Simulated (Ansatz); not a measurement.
# Phonon transport in ZnSe (Stilleite, F-43m)

How well does the lattice of ZnSe (Stilleite) conduct heat?

Measurements to reproduce:
- thermal conductivity 19 W/m/K near room temperature (given in “Combining the AFLOW GIBBS and Elastic Libraries to efficiently and robustly screen thermo-mechanical properties of solids”, 2017, arXiv:1611.05714)

Method: DFT LDA, scalar-relativistic, plane waves, PAW; PAW set soft_1, in Ansatz 0.2.0.

Experimental background.

“Phonon-based partition of (ZnSe-like) semiconductor mixed crystals on approach to their pressure-induced structural transition” (2020, arxiv:2008.07187) quotes from earlier work for ZnSe, zincblende (pure ZnSe, earlier work): Raman mode (TO) about 207 cm⁻¹ [Literature Raman frequency quoted as a normalising parameter in the cross-section model].

Most raw output is cut from this account.

### Step 1. Starting point

It takes space group F-43m (No. 216, cubic). Conventional cell: a = 5.668 Å, b = 5.668 Å, c = 5.668 Å, α = 90.00°, β = 90.00°, γ = 90.00°. Zn has 4 Se at 2.45 Å nearest. Se has 4 Zn at 2.45 Å nearest. Farther neighbours and most contacts between anions are not listed.

### Step 2. Probe on a coarse mesh

Before spending time, one coarse run tells the gap and the pressure of the starting cell.

Contents of input.yaml:

```yaml
crystal:
  lattice:
    - [0.0, 2.8338, 2.8338]
    - [2.8338, 0.0, 2.8338]
    - [2.8338, 2.8338, 0.0]
  atoms:
    - { symbol: Zn, position: [0.0, 0.0, 0.0] }
    - { symbol: Se, position: [0.25, 0.25, 0.25] }
kpoints:
  mp_grid: { grid: [6, 6, 6] }
hamiltonian:
  xc: lda
  pseudopotentials: { kind: paw, azcp: { folder: soft_1 }, xc_functional: pbe }
scf:
  occupations: { method: gaussian, width: 0.1 }
  lower_state_search: "off"
output:
  forces: true
  stress: true
  eigenvalues: true
```

Command:

```
> ansatz run input.yaml --threads 18 --pin off --max-ram 92160MiB --backend cuda --events-out ev --progress --plain --runs-dir out --max-vram 78GiB
```

It took 0.78 s on 1 × NVIDIA GB200 with 18 threads of Arm Neoverse V2, shared host; peak memory 1.1 GiB.

This step gave:

| Quantity | Value |
| --- | --- |
| pressure | -3.378 GPa |
| gap on the k-mesh | 1.026 eV |
| volume per atom | 22.76 Å³/atom |

The start is under -3.4 GPa at this level and looks like an insulator or semiconductor on this mesh.

### Step 3. Finding the static equilibrium

Phonons are second derivatives about a minimum, so cell and atoms are relaxed first, inside the symmetry of the start.

input.yaml, the sections that differ from step 2:

```yaml
kpoints:
  mp_grid: { grid: [8, 8, 8] }
scf:
  occupations: { method: gaussian, width: 0.02 }
  lower_state_search: "off"
relax:
  adjacent_minimum: "off"
  f_tol: 0.005
  max_steps: 80
  cell: { stress_tol: 0.05 }
# crystal, hamiltonian, output: as in step 2
```

Wall time 2.8 s (1 × NVIDIA GB200 with 18 threads); peak memory 1.1 GiB; 5.3 s of CPU time.

The steps of the relaxation:

```
step  energy less that of the first step (eV)  largest force component (eV/Å)  pressure (GPa)  volume (Å³)
   1                                   0.0000                          0.0000           -3.40        45.51
   2                                  -0.0254                          0.0000           -0.87        43.68
   3                                  -0.0270                          0.0000            0.09        43.08
   4                                  -0.0270                          0.0000            0.00        43.14
  5*                                  -0.0264                          0.0000            0.00        43.14
```

Relaxation steps marked * repeat the geometry before them on a plane-wave basis chosen anew for their cell, so energy and pressure can jump there.

Forces are held to the 24 operations that the run works with; a distortion that breaks them can't arise in this run.

```csv
"conventional cell, symmetrised",before,after,change
a (Å),5.668,5.567,-1.8 %
b (Å),5.668,5.567,-1.8 %
c (Å),5.668,5.567,-1.8 %
volume (Å³/atom),22.76,21.57,-5.2 %
```

Final coordinates:

```cif
data_structure
_symmetry_space_group_name_H-M 'P 1'
_symmetry_Int_Tables_number 1
_cell_length_a 3.9367
_cell_length_b 3.9367
_cell_length_c 3.9367
_cell_angle_alpha 60.000
_cell_angle_beta 60.000
_cell_angle_gamma 60.000
_cell_volume 43.14
loop_
_atom_site_label
_atom_site_type_symbol
_atom_site_fract_x
_atom_site_fract_y
_atom_site_fract_z
_atom_site_occupancy
Zn1 Zn 0.00000 0.00000 0.00000 1
Se2 Se 0.25000 0.25000 0.25000 1
```

This step gave:

```yaml
pressure: -0.001332 GPa
gap_on_the_k_mesh: 1.246 eV
volume_per_atom: 21.57 Å³/atom
```

The relaxation ends with a pressure of 0.00 GPa.

### Step 4. Relaxing to small residual forces and stress

The thresholds are tightened for a last relaxation ahead of the phonons, and where mesh or smearing change with them the cell follows.

input.yaml, the sections that differ from step 3:

```yaml
crystal:
  lattice:
    - [0.0, 2.7836755404, 2.7836755404]
    - [2.7836755404, 0.0, 2.7836755404]
    - [2.7836755404, 2.7836755404, 0.0]
  atoms:
    - { symbol: Zn, position: [0.0, 0.0, 0.0] }
    - { symbol: Se, position: [0.25, 0.25, 0.25] }
kpoints:
  mp_grid: { grid: [9, 9, 9] }
scf:
  occupations: { method: fixed }
  lower_state_search: "off"
relax:
  adjacent_minimum: "off"
  f_tol: 0.001
  max_steps: 60
  cell: { stress_tol: 0.01 }
# hamiltonian, output: as in step 3
```

It took 1.6 s on 1 × NVIDIA GB200 with 18 threads; peak memory 1 GiB; 3 s of CPU time.

Little changed from the start: no atom moved by 0.005 Å and no cell edge by 0.1 %.

This step gave:

- pressure: -0.002393 GPa
- gap on the k-mesh: 1.247 eV

The residual pressure is -0.0024 GPa, small enough for phonons.

### Step 5. An input with a fault

This input was changed on purpose, to see how the program answers.

input.yaml, the sections that differ from step 4:

```yaml
kpoints:
  mp_grid: { grid: [8, 8, 8] }
scf:
  occupations: { method: fixed }
  lower_state_search: "off"
  max_iter: 100
output:
  eigenvalues: true
phonons:
  supercell: [2, 2, 2]
  dielectric: false
  third_order: { supercell: [2, 2, 2], pair_cutoff: 2.561 }
  lattice_thermal_conductivity:
    qmesh: [9, 10, 11]
    temperatures: [300]
    isotope_mass_variance:
      - { species: Se, variance: 0.0004628 }
      - { species: Zn, variance: 0.0005982 }
# crystal, hamiltonian: as in step 4
# relax: removed
```

Run time: 0.1 s. Hardware: 18 threads; peak memory 0.07 GiB.

The input was rejected at the start.

The program's message: “Error: invalid value for `phonons.lattice_thermal_conductivity.qmesh`: [9, 10, 11] is not mapped onto itself by every operation of the crystal's point group, which phonons.lattice_thermal_conductivity …”

The fault put into the input: a q mesh that breaks the point group.

### Step 6. Third-order constants on small settings

A small supercell and a short cutoff cost little, and show how far such settings carry.

input.yaml, the sections that differ from step 5:

```yaml
scf:
  occupations: { method: fixed }
  lower_state_search: "off"
phonons:
  method: fd
  dielectric: true
  qmesh: [4, 4, 4]
  temperatures: { t_max: 1000, t_step: 50 }
  qpath:
    path:
      - [[0.0, 0.0, 0.0], [0.5, 0.0, 0.5], [0.5, 0.25, 0.75], [0.375, 0.375, 0.75], [0.0, 0.0, 0.0], [0.5, 0.5, 0.5], [0.625, 0.25, 0.625], [0.5, 0.25, 0.75], [0.5, 0.5, 0.5], [0.375, 0.375, 0.75]]
      - [[0.625, 0.25, 0.625], [0.5, 0.0, 0.5]]
    npoints: 10
  third_order: { supercell: [2, 2, 2], pair_cutoff: 2.561 }
  lattice_thermal_conductivity:
    qmesh: [11, 11, 11]
    temperatures: [50.0, 100.0, 150.0, 200.0, 300.0, 400.0, 500.0, 600.0, 800.0]
    isotope_mass_variance:
      - { species: Se, variance: 0.0004628 }
      - { species: Zn, variance: 0.0005982 }
# crystal, kpoints, hamiltonian, output: as in step 5
```

Run time: 65 s. Hardware: 1 × NVIDIA GB200 with 18 threads; peak memory 1.8 GiB.

Numbers from this step:

| Property | Result |
| --- | --- |
| Γ frequencies | 0, 0, 0, 217.8, 217.8, 217.8 cm⁻¹ (negative: imaginary) |
| lowest frequency on the path | 0 cm⁻¹ |
| zero-point energy | 0.05944 eV/cell |
| point group | -43m |
| highest frequency | 252.8 cm⁻¹ |
| Debye temperature from the second moment | 324 K |
| κ at 300 K (relaxation time) | 22.23 W/m/K |
| κ at 300 K (full solution) | 22.41 W/m/K |
| dipole term | run |
| mean free path at half of κ | 223 nm |
| share of κ above the three lowest branches | 0.027 |
| third-order blocks | 26 |
| periodic aliases dropped | 0 |
| largest relative sum-rule correction | 0.05138 |
| displaced cells, third order | 36 |

W/m/K. Kappa, by row:

```csv
T (K),RTA xx,RTA yy,RTA zz,full xx,full yy,full zz,coherence part xx,coherence part yy,coherence part zz,ending,iterations,least Ritz value
50,160.9,160.9,160.9,158.4,158.4,158.4,0.005295,0.005295,0.005295,converged,5,0.845
100,70.87,70.87,70.87,70.44,70.44,70.44,0.02218,0.02218,0.02218,converged,6,0.843
150,44.85,44.85,44.85,44.87,44.87,44.87,0.03844,0.03844,0.03844,converged,6,0.826
200,33.24,33.24,33.24,33.37,33.37,33.37,0.05229,0.05229,0.05229,converged,6,0.813
300,22.23,22.23,22.23,22.41,22.41,22.41,0.07593,0.07593,0.07593,converged,6,0.798
400,16.84,16.84,16.84,17,17,17,0.09637,0.09637,0.09637,converged,6,0.79
500,13.6,13.6,13.6,13.75,13.75,13.75,0.1145,0.1145,0.1145,converged,6,0.784
600,11.43,11.43,11.43,11.56,11.56,11.56,0.1304,0.1304,0.1304,converged,6,0.78
800,8.7,8.7,8.7,8.811,8.811,8.811,0.1567,0.1567,0.1567,converged,7,0.773
```

This rung gives 22.2 W/(m K) at 300 K by relaxation time, but with 16 atoms, 1 neighbour distance inside the cutoff and a 11×11×11 mesh it is a test, not the conductivity of the crystal.

### Step 7. Outcome

| Quantity | Value |
| --- | --- |
| conductivity | not obtained on sound settings |

What this shows: No conductivity was obtained: no run with a large enough supercell and cutoff finished.

Calculation against experiment:

| quantity | measured | LDA |
| --- | --- | --- |
| Raman mode, TO (cm⁻¹) | 207 | 218 (+5.2 %) |

Measured values from arxiv:2008.07187 (2020).

**Verdict.** The Raman mode is off by +5.2 %: fair agreement. The grades are ours: good and fair within 3 and 7 % for the Raman mode. Zero-point motion and thermal expansion are not in the computed Raman mode.

[Logs are printed without paths, hosts, clocks, repeated set-up lines and the standing remarks that a program may print on its own settings, such as how far it seeks lower states.]

[Hosts, paths, dates, database ids (printed as entryN), source tags and the programs' standing remarks are cut or masked in the printed files.]

[A step with changed settings may run another functional than the one named; its input shows which.]
